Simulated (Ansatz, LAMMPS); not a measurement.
# Localised basis functions on aqueous Mg2+ and triflate, 2.6 mol of salt per kg of water at 280 K (163 atoms)

Aim: test how closely localised support functions follow the reference on aqueous Mg2+ and triflate, 2.6 mol of salt per kg of water at 280 K (163 atoms), and at what cost. A setting counts as converged where the r.m.s. difference of forces stays under 1 % of the r.m.s. force.

Calculated with Ansatz 0.2.0; Kohn-Sham DFT, PBEsol, PAW (set soft_2), plane waves.

## (1) The system as given

The cell holds 163 atoms: 55 O, 4 S, 4 C, 12 F, 86 H and 2 Mg. Its edges and angles: a = 11.994 Å, b = 11.994 Å, c = 11.994 Å, α = 90.0°, β = 90.0°, γ = 90.0°. 43 H2O, 2 Mg2+, 4 triflate placed at random, at 1.37 g/cm³; overlaps pushed apart, then 10 ps at 420 K with divalent ions of Li, Roberts, Chakravorty and Merz (J. Chem. Theory Comput. 9, 2733 (2013)); MMFF94 bonds, angles, torsions, charges and radii (Halgren, J. Comput. Chem. 17, 490 (1996)) in harmonic and 12-6 forms; SPC/E water (Berendsen, Grigera and Straatsma, J. Phys. Chem. 91, 6269 (1987)). Snapshot after 20 ps at 280 K and fixed volume.

Limits known from the start: The network of contacts between molecules at the start is that of the classical potential that made the cell, and needn't be the one that DFT or experiment would give. The functional has no dispersion term, which matters for the binding between molecules or layers. The density was typed from a rule of thumb and may lie off the real one at this temperature. Sampling is at Γ alone, for a cell whose shortest periodic width is 12 Å.

## (2) Making the structure

A classical potential supplies the starting structure, since it reaches far longer times than DFT.

This step: classical MD, divalent ions of Li, Roberts, Chakravorty and Merz (J. Chem. Theory Comput. 9, 2733 (2013)); MMFF94 bonds, angles, torsions, charges and radii (Halgren, J. Comput. Chem. 17, 490 (1996)) in harmonic and 12-6 forms; SPC/E water (Berendsen, Grigera and Straatsma, J. Phys. Chem. 91, 6269 (1987)) (LAMMPS 22 Jul 2025 - Update 4).

in.lmp

```
# aqueous Mg2+ and triflate, 2.6 mol of salt per kg of water
units real
atom_style full
boundary p p p
bond_style harmonic
angle_style harmonic
dihedral_style opls
improper_style harmonic
special_bonds lj 0 0 0.5 coul 0 0 0.75
read_data data.lmp
neigh_modify delay 0 every 1 check yes one 4000
comm_modify cutoff 12.0
timestep 0.5
thermo_style custom step time temp pe press density
thermo_modify norm yes
# push overlapping molecules apart
pair_style soft 2.6
pair_coeff * * 0.0
variable a equal ramp(1,60)
fix ad all adapt 1 pair soft a * * v_a
velocity all create 420 354971 mom yes dist gaussian
fix lim all nve/limit 0.03
fix lan all langevin 420 420 50 354972 zero yes
thermo 1000
run 3000 post no
unfix ad
pair_style lj/cut/coul/long 9.0
pair_modify mix arithmetic tail yes
pair_coeff 1 1 0.0763 3.0960   # O
pair_coeff 2 2 0.2681 3.4180   # S
pair_coeff 3 3 0.0678 3.3680   # C
pair_coeff 4 4 0.0801 2.5590   # F
pair_coeff 5 5 0.1553 3.1660   # O
pair_coeff 6 6 0.0000 1.0000   # H
# [... 20 lines left out ...]
compute msd all msd com yes
thermo 5000
fix md all nvt temp 280 280 100
run 20000 post no
print "== T280: mean square displacement over the hold $(c_msd[4]:%.2f) A^2"
unfix md
uncompute msd
write_dump all custom T280.dump id type xs ys zs modify sort id
```

Command:

```
> lmp -in in.lmp -log none -nocite
```

Standard output:

```text
LAMMPS (22 Jul 2025 - Update 4)
Reading data file ...
  orthogonal box = (0 0 0) to (11.99441 11.99441 11.99441)
  163 atoms
  orthogonal box = (0 0 0) to (11.99441 11.99441 11.99441)
  114 bonds
  91 angles
  36 dihedrals
WARNING: Bond/angle/dihedral extent > half of periodic box length
   Step          Time           Temp          PotEng         Press         Density
         0   0              420            0.47198236    -4713.5305      1.3659983
      1000   500            409.20956      1.1776996      31629.213      1.3659983
      2000   1000           391.40954      0.96993568     25795.95       1.3659983
      3000   1500           396.51516      0.91614955     37288.203      1.3659983
WARNING: Bond/angle/dihedral extent > half of periodic box length
Loop time of 0.188882 s on 1 MPI rank(s) for 3000 steps with 163 atoms
PPPM initialization ...
WARNING: System is not charge neutral, net charge = -0.0004
[... 33 lines left out ...]
Loop time of 5.50879 s on 1 MPI rank(s) for 10000 steps with 163 atoms
WARNING: Bond/angle/dihedral extent > half of periodic box length
   Step          Time           Temp          PotEng         Press         Density
[... 4 lines left out ...]
WARNING: Bond/angle/dihedral extent > half of periodic box length
Loop time of 2.71663 s on 1 MPI rank(s) for 5000 steps with 163 atoms
WARNING: Bond/angle/dihedral extent > half of periodic box length
   Step          Time           Temp          PotEng         Press         Density
[... 2 lines left out ...]
     25000   24000          248.01203     -5.8273041     -5113.327       1.3659983
     30000   29000          252.03332     -5.8140782      1187.5831      1.3659983
     35000   34000          282.3044      -5.8936885     -4498.0272      1.3659983
     37000   36000          296.84841     -5.7795123     -3333.7358      1.3659983
WARNING: Bond/angle/dihedral extent > half of periodic box length
Loop time of 10.588 s on 1 MPI rank(s) for 20000 steps with 163 atoms
== T280: mean square displacement over the hold 7.43 A^2
```

Wall time 21 s (1 thread of Arm Neoverse V2, shared host); peak memory 0.13 GiB.

The input also reads data.lmp (atoms, bonds and types; not printed here).

## (3) Plane-wave single point

The first run fixes the reference, at a cutoff of 420 eV.

input.yaml

```yaml
crystal:
  lattice:
    - [11.99441, 0.0, 0.0]
    - [0.0, 11.99441, 0.0]
    - [0.0, 0.0, 11.99441]
  atoms:
    - { symbol: O, position: [0.23753, 0.21965, 0.28295] }
    - { symbol: S, position: [0.20557, 0.30836, 0.36137] }
    - { symbol: O, position: [0.08275, 0.30712, 0.3778] }
    - { symbol: O, position: [0.24308, 0.41551, 0.31505] }
    - { symbol: C, position: [0.2849, 0.27758, 0.49149] }
    - { symbol: F, position: [0.31451, 0.3754, 0.54331] }
    - { symbol: F, position: [0.22747, 0.20908, 0.56713] }
    - { symbol: F, position: [0.38179, 0.22213, 0.47364] }
    - { symbol: O, position: [0.68692, 0.20063, 0.9571] }
    - { symbol: S, position: [0.69953, 0.133, 0.05822] }
    - { symbol: O, position: [0.81697, 0.12042, 0.08821] }
    - { symbol: O, position: [0.64826, 0.02245, 0.04342] }
    - { symbol: C, position: [0.62205, 0.20132, 0.17536] }
    - { symbol: F, position: [0.5489, 0.13182, 0.22224] }
    - { symbol: F, position: [0.69567, 0.23456, 0.25866] }
    - { symbol: F, position: [0.55831, 0.292, 0.14449] }
    - { symbol: O, position: [0.38166, 0.64494, 0.69894] }
    - { symbol: S, position: [0.48564, 0.60586, 0.74689] }
    - { symbol: O, position: [0.58271, 0.62014, 0.67469] }
    - { symbol: O, position: [0.47326, 0.48994, 0.78147] }
    - { symbol: C, position: [0.50693, 0.69002, 0.87853] }
    - { symbol: F, position: [0.61375, 0.72239, 0.90128] }
    - { symbol: F, position: [0.4437, 0.78406, 0.87565] }
    - { symbol: F, position: [0.47203, 0.63031, 0.97149] }
    - { symbol: O, position: [0.9484, 0.63741, 0.21441] }
    - { symbol: S, position: [0.8597, 0.68554, 0.14687] }
    - { symbol: O, position: [0.86206, 0.80669, 0.1487] }
    - { symbol: O, position: [0.75008, 0.64237, 0.17614] }
    - { symbol: C, position: [0.88659, 0.64274, 0.99487] }
    - { symbol: F, position: [0.94081, 0.53832, 0.98785] }
    - { symbol: F, position: [0.79051, 0.63747, 0.93771] }
    - { symbol: F, position: [0.95586, 0.71148, 0.93754] }
    [... 125 atom lines left out ...]
    - { symbol: H, position: [0.5978, 0.811, 0.19186] }
    - { symbol: O, position: [0.21099, 0.85455, 0.39264] }
    - { symbol: H, position: [0.27415, 0.80415, 0.41317] }
    - { symbol: H, position: [0.24113, 0.92427, 0.35826] }
    - { symbol: Mg, position: [0.86241, 0.47323, 0.55241] }
    - { symbol: Mg, position: [0.97704, 0.12567, 0.08981] }
kpoints:
  mp_grid: { grid: [1, 1, 1] }
hamiltonian:
  xc: pbesol
scf:
  occupations: { method: gaussian, width: 0.025 }
output:
  forces: true
  stress: true
  populations: intrinsic
  dos:
    method: { smearing: { sigma: 0.1 } }
    de: 0.1
    projected: { site_lists: { C: [C], F: [F], H: [H], Mg: [Mg], O: [O] } }
  eigenvalues: true
  write_density: true
  write_potential: true
  volumetric_format: npy
```

Command:

```
> ansatz run input.yaml --threads 8 --pin off --max-ram 15872MiB --backend cpu --events-out ev --progress --plain --runs-dir out
```

Standard output:

```text
Engine: ansatz 0.2.0, aarch64-unknown-linux-gnu
Pseudopotentials: kind: paw
Pseudopotential: O, paw, valence charge 6, recommended cutoff 420 eV (normal), O.paw.azcp
Pseudopotential: S, paw, valence charge 6, recommended cutoff 420 eV (normal), S.paw.azcp
Pseudopotential: C, paw, valence charge 4, recommended cutoff 420 eV (normal), C.paw.azcp
Pseudopotential: F, paw, valence charge 7, recommended cutoff 420 eV (normal), F.paw.azcp
Pseudopotential: H, paw, valence charge 1, recommended cutoff 420 eV (normal), H.paw.azcp
Pseudopotential: Mg, paw, valence charge 10, recommended cutoff 420 eV (normal), Mg.paw.azcp
[... 3 lines on functional and potentials left out ...]
Crystal: 163 atoms, lattice volume = 1725.586 Å³
Basis set: ecut = 420 eV, 33641 PW (Γ), exchange–correlation on 162×162×162 points (8 copies of the dense FFT grid, shifted against one another)
Bands: 443, of which v1, the nominal top of the filled ones, is band 280 counted from 1 (279 counted from 0)
Symmetry: 1 space group operations
Space group: P1 (ITA 1), of the structure as read, at distance tolerance 1.2e-4 Å
k-points: 1
[... 18 lines on functional and potentials left out ...]
Initial density: superposition of atomic densities (neutral atoms: chi_scale 0, normalization atom), corrected by the library's trained network
Initial wavefunctions: pseudopotential atomic-orbital guess
Functional: x = pbesol(κ = 0.804, μ = 0.123457), c = pbesol(β = 0.046)
SCF iter   1: F=—  HF=-50158.294251 eV  |F-HF|=—  |Δ(HF+E_count)|=         —  Δρ=7.40e-3  dr2=9.33e-1  ethr=1.77e-3  ⟨swp⟩=7.0  Hψ=2084  notcnv=0  defer=49
preconditioner: auto → Resta (q_TF=auto, 2.262 Å⁻¹)  ε∞=2.4  [insulator: Δε(μ)=4.579 eV  Ē_g=17.353 eV  σ=0.025 eV  W_gap=1.00  n_scr=340 (ndim 8)  ℏωp=20.5 eV  f_vac=0.285  D(μ)=0.00/eV (n_scr^D=0)  ε∞_Penn≈2.4]
SCF iter   2: F=—  HF=-50157.972107 eV  |F-HF|=—  |Δ(HF+E_count)|=   3.22e-1  Δρ=2.57e-3  dr2=1.41e-1  ethr=1.67e-4  ⟨swp⟩=3.0  Hψ=717  notcnv=0  defer=154
SCF iter   3: F=—  HF=-50157.935825 eV  |F-HF|=—  |Δ(HF+E_count)|=   3.63e-2  Δρ=1.19e-3  dr2=3.11e-2  ethr=2.51e-5  ⟨swp⟩=4.0  Hψ=571  notcnv=0  defer=154
SCF iter   4: F=—  HF=-50157.929010 eV  |F-HF|=—  |Δ(HF+E_count)|=   6.81e-3  Δρ=4.72e-4  dr2=4.91e-3  ethr=5.55e-6  ⟨swp⟩=2.0  Hψ=570  notcnv=0  defer=154
SCF iter   5: F=—  HF=-50157.928376 eV  |F-HF|=—  |Δ(HF+E_count)|=   6.34e-4  Δρ=2.15e-4  dr2=7.58e-4  ethr=8.77e-7  ⟨swp⟩=2.0  Hψ=766  notcnv=0  defer=154
SCF iter   6: F=—  HF=-50157.928420 eV  |F-HF|=—  |Δ(HF+E_count)|=   4.46e-5  Δρ=9.55e-5  dr2=1.49e-4  ethr=1.35e-7  ⟨swp⟩=2.0  Hψ=550  notcnv=0  defer=154
SCF iter   7: F=—  HF=-50157.928438 eV  |F-HF|=—  |Δ(HF+E_count)|=   1.74e-5  Δρ=2.98e-5  dr2=1.39e-5  ethr=2.65e-8  ⟨swp⟩=2.0  Hψ=550  notcnv=0  defer=154
SCF iter   8: F=—  HF=-50157.931921 eV  |F-HF|=—  |Δ(HF+E_count)|=   3.48e-3  Δρ=1.50e-5  dr2=3.30e-6  ethr=2.48e-9  ⟨swp⟩=3.0  Hψ=570  notcnv=0  defer=154
SCF iter   9: F=—  HF=-50157.931922 eV  |F-HF|=—  |Δ(HF+E_count)|=   1.52e-6  Δρ=3.70e-6  dr2=2.35e-7  ethr=5.90e-10  ⟨swp⟩=2.0  Hψ=549  notcnv=0  defer=154
SCF iter  10: F=-50157.931922 eV  HF=-50157.931922 eV  |F-HF|=4.28e-8  |Δ(HF+E_count)|=   3.27e-7  Δρ=2.61e-6  dr2=9.88e-8  ethr=1.79e-11  ⟨swp⟩=20.0  Hψ=4107  notcnv=0
SCF 1 converged in 10 iterations: F = -50157.931922 eV  dr2 = 9.88e-8
  greatest PAW one-centre occupation: 1.000 electrons in one spin orbital (limit 2), on the Mg atom at site 161 (counted from 0), in its partial waves of l = 0
WARN: The input density's exchange-correlation potential varies sharply where the density is thin. Do not read a vacuum level from v_tot or v_xc, or from such a field of the output density. On a cell that repeats whose density bears no net charge and no dipole along the vacuum's axis use v_es (v_loc + v_h of the components); [...]
SCF converged after 10 iterations
Free energy (F): -50157.931922 eV
Harris-Foulkes:  -50157.931922 eV  (|F-HF|=4.28e-8)
Internal energy: -50157.931922 eV  (E = F + TS)
E sigma→0 (E₀):  -50157.931922 eV
Fermi energy:    1.168558 eV
--- Per-component energies (eV) ---
  E_band       = -5896.469848
  E_kinetic    = 14207.154805
  E_local      = -54755.269149  (includes V_loc(G=0)·N_el)
  E_nonlocal   = 4090.880452
  E_hartree    = 20713.897918
  E_xc         = -6282.430499
  E_vxc        = -7926.015388  (∫ρ·V_xc dr)
  E_paw        = -14054.660101  (= ΣΔE_a)
  E_vpaw       = -2941.087973  (= ΣTr[D̂ρ^β])
  E_aug_tail   = 0.063719  (compensation charges beyond the density's cutoff)
  E_ewald      = -14080.469138
  E_core_change = 2.900070  (= ΣΔE_core)
  E_smearing   = -0.000000  (= −TS)
  E_closure    = 0.000000  (closes the sum)
  Σ components = -50157.931922   (vs F -50157.931922, Δ=0.00e0)
--- Forces (eV/Å), atoms counted from 1 ---
  atom   1  O      0.74709316    -0.21324394     1.53276108
  atom   2  S     -1.37713595    -0.68059877    -2.91889652
  atom   3  O      1.64631786    -0.05646909     0.74718652
  atom   4  O      0.32193545    -0.36697222     1.75484080
  atom   5  C      1.22486527    -0.85013547     3.43936802
  atom   6  F     -0.92640223    -1.15675724    -0.90488444
  atom   7  F      0.52727307     1.76481262    -1.97991323
  atom   8  F     -1.03983716     0.69893662    -0.71202166
  atom   9  O     -0.75435408     0.15854941     1.10080917
  atom  10  S      1.79779184    -0.52128744    -1.41365408
  atom  11  O     -2.07804664     0.27018128     0.50857176
  atom  12  O     -0.50632931     0.32050917     0.38039031
  atom  13  C     -1.04514170     2.28369041     2.00478947
  atom  14  F      0.62996697    -0.34058079    -0.31001498
[...]
atom 162  Mg     0.28525246     0.30917105     0.35262251
  atom 163  Mg     1.77188985     0.12066820    -0.50952615
  max |Σ_I F_I| component: 2.08e-4 eV/Å
--- Stress (GPa, compression-positive) ---
       -1.130216       0.178429      -0.281011
        0.178429      -1.395635      -0.275514
       -0.281011      -0.275514      -1.621315
  P = ⅓ Tr σ = -1.3824 GPa (-13.824 kbar)
--- Band table (eV) ---
  k-point 0: bands = ["-72.8563", "-72.4844", "-39.8470", "-39.8034", [... 427 levels ...], "11.6608", "11.6738", "11.7360", "11.7571", "11.7769", "11.7952", "11.8230", "11.8531", "11.9263", "11.9376", "12.0036", "12.0108"]
--- intrinsic populations: 163 sites ---
  site symbol       q [e]
     0      O      6.8577
     1      S      3.8132
     2      O      6.8120
[...]
162     Mg      8.3909
  spilling = -0.000000 (of n_electrons = 560.000000)
```

Wall time 18 s (8 threads of Arm Neoverse V2, shared host); peak memory 2.4 GiB.

The program notes that the exchange-correlation potential is rough where the density is thin.

The run gave:

| Item | Value |
| --- | --- |
| free energy | -50157.9319 eV |
| free energy per atom | -307.7174 eV/atom |
| SCF cycles | 10 |
| pressure | -1.382 GPa |
| r.m.s. force component | 0.6991 eV/Å |
| longest force | 3.749 eV/Å |
| Fermi energy | 1.169 eV |
| gap (highest filled to lowest empty level) | 4.479 eV |

Neighbours are counted within 1.21 Å (H-O), 1.88 Å (O-S), 2.52 Å (O-Mg), 1.62 Å (F-C), 2.21 Å (C-S).

Length of the force by element and coordination:

```tsv
element	coordination	atoms	mean length of the force (eV/Å)	spread	least	most
C	all	4	3.33	0.244	3.16	3.75
F	all	12	1.83	0.573	0.780	2.70
H	all	86	0.909	0.330	0.168	1.64
Mg	all	2	1.20	0.649	0.549	1.85
O	all	55	0.844	0.406	0.185	2.16
O	1	11	1.16	0.475	0.372	1.82
O	2	33	0.757	0.338	0.302	2.16
O	3	11	0.791	0.363	0.185	1.33
S	all	4	1.87	1.01	0.810	3.30
```

Intrinsic-atomic-orbital charges by element and coordination:

```tsv
element	coordination	atoms	mean charge (e)	spread	least	most
C	all	4	0.581	0.0085	0.572	0.594
F	all	12	-0.241	0.0105	-0.260	-0.229
H	all	86	0.380	0.0109	0.359	0.402
Mg	all	2	1.61	0.0026	1.61	1.61
O	all	55	-0.803	0.045	-0.934	-0.728
O	1	11	-0.834	0.0159	-0.858	-0.807
O	2	33	-0.776	0.0357	-0.934	-0.728
O	3	11	-0.855	0.0154	-0.881	-0.823
S	all	4	2.21	0.0139	2.19	2.22
```

Density of states as counts of states in windows of 1 eV (from the Fermi level), total and the larger projections:

```tsv
from (eV)	to (eV)	total	O p	H s	F p	O s
-14	-13	4.4	0.6	0.1	1.6	0.6
-13	-12	4.9	0.7	0.2	2.0	0.5
-12	-11	20.6	3.2	0.7	9.7	1.0
-11	-10	15.0	8.1	2.3	1.7	0.9
-10	-9	42.0	28.1	11.0	0.9	0.7
-9	-8	51.4	29.2	9.6	9.0	1.4
-8	-7	29.2	9.0	1.5	16.5	0.7
-7	-6	46.5	25.9	2.1	15.0	2.2
-6	-5	46.8	36.2	2.1	3.9	2.8
-5	-4	48.4	42.5	1.0	1.1	2.1
-4	-3	61.1	59.6	0.3	0.1	0.4
-3	-2	31.6	31.1	0.1	0.0	0.1
-2	2	0.0	0.0	0.0	0.0	0.0
2	3	17.9	2.6	2.2	1.7	1.2
3	4	18.9	2.3	5.4	1.0	1.8
4	5	20.2	2.2	8.7	0.1	2.3
```

Between -26 and -14 eV lie 114 more states.

Not all projections were asked for or kept, so they needn't add up to the total.

The levels nearest the highest filled one (over half full), pooled over k-points and spins:

```tsv
level less the highest filled one (eV)	occupation
-0.378	2
-0.329	2
-0.273	2
-0.189	2
-0.0542	2
0	2
4.48	0
4.58	0
4.71	0
4.80	0
4.91	0
4.94	0
```

Electrostatic potential energy in the ac plane at fractional y = 0.133, with atoms of S and O and F and H and Mg within 0.2 Å of it. With pseudopotentials it is smooth inside the atoms' cores, unlike the true potential.

Values in eV, 13 rows by 16 columns, each cell a mean:
```
-12   5   5   4 -13 -36   0   6   5   4   0  -3   2   5   3 -20
-14   4   5   6   3  -1   4   5   5   5   5   3   3   4   0 -24
  4   5   6   6   5   5   5   5   4   5   5   4   3   5   4   4
  6   6   6   6   6   6   6  -4 -22   0   5   2  -1   5   6   6
  6   6   6   5   6   5   5 -14 -28   1   6   5   4   5   6   6
  6   6   5   4   4   5   4  -1   2   5   5   6   6   6   5   6
  6   6   5   5   4   4   4   5   6   5   4   5   6   6   5   5
  5   5   5   4   4   5   5   5   6   6   5   5   6   6   5   5
  0   5   5   5   3   2   5   5   5   5   5   5   5   6   5  -3
-17   5   5   4   2   1   4   4 -19 -16   2   4   5   6   2 -36
 -1   4  -5  -2   4   5   5   4 -20 -21  -5   0   3   4   3  -8
-24  -6 -38 -16   4   6   6   5   3  -1 -19 -30 -27 -31  -9 -37
 -9   3  -6 -22   1  -2   6   6   4   0 -25 -36 -19 -11  -2 -17
```
Columns run along a (12.0 Å; values clipped at the 3rd and 97th percentile), rows up along c (12.0 Å). Atoms in or near the plane, at fractional coordinates: S at (0.70, 0.06), O at (0.82, 0.09), F at (0.55, 0.22), O at (0.51, 0.68), O at (0.15, 0.11), H at (0.20, 0.04), O at (0.32, 0.96), O at (0.98, 0.91), O at (0.98, 0.26), Mg at (0.98, 0.09).

Valence density in the ac plane at fractional y = 0.133, with atoms of S and O and F and H and Mg within 0.2 Å of it. It is the smooth field of the valence electrons, not physical close to the nuclei.

Ten steps, logarithmic in the rise over the least value, from '0' (0 e/Å³) to '9' (23 e/Å³), each cell a mean:
```
4200000014675310000001233210000134
6410000013565200000001122100001357
6410000001222100000000000000001356
3210000000000000000000000000001233
0000000000000000000000000011100000
0000000000000000111100000111100000
0000000000000002455310000111000000
0000000000000013576410000000000000
0000000000000012455310000000000000
0000000110000001222100000000000000
0000000111000000000000000000000000
0000000000000000000000000000000000
0000000000000000000000000000000000
0000000000000000000000000000000000
0000000000000000000000000000000000
1000000000000000000000000000000011
4210000111110000011110000000001245
6310000111100000146631000000001467
5210001100000000268852100000001356
2101233210000000146542210001100122
4113565310000000001112222234431146
8313676410000000000012333456752389
5211344421110000000012322445642267
1000112212343100000002333322210011
```
Columns run along a (12.0 Å), rows up along c (12.0 Å). Atoms in or near the plane, at fractional coordinates: S at (0.70, 0.06), O at (0.82, 0.09), F at (0.55, 0.22), O at (0.51, 0.68), O at (0.15, 0.11), H at (0.20, 0.04), O at (0.32, 0.96), O at (0.98, 0.91), O at (0.98, 0.26), Mg at (0.98, 0.09).

Mean intrinsic-atomic-orbital charges: C +0.58, F -0.24, H +0.38, Mg +1.61, O -0.80, S +2.21 e.

(Continued in part 2 of 2.)

[Long decimals in the printed logs are rounded to 6 places.]

[Logs are printed without paths, hosts, clocks, repeated set-up lines and the standing remarks that a program may print on its own settings, such as how far it seeks lower states.]

[Hosts, paths, dates, database ids (printed as entryN), source tags and the programs' standing remarks are cut or masked in the printed files.]

[The MMFF94 radii named for the starting cell were scaled by 0.96; in molecules described by MMFF94, hydrogen bound to N, O or S took a small fixed 12-6 site in their place.]
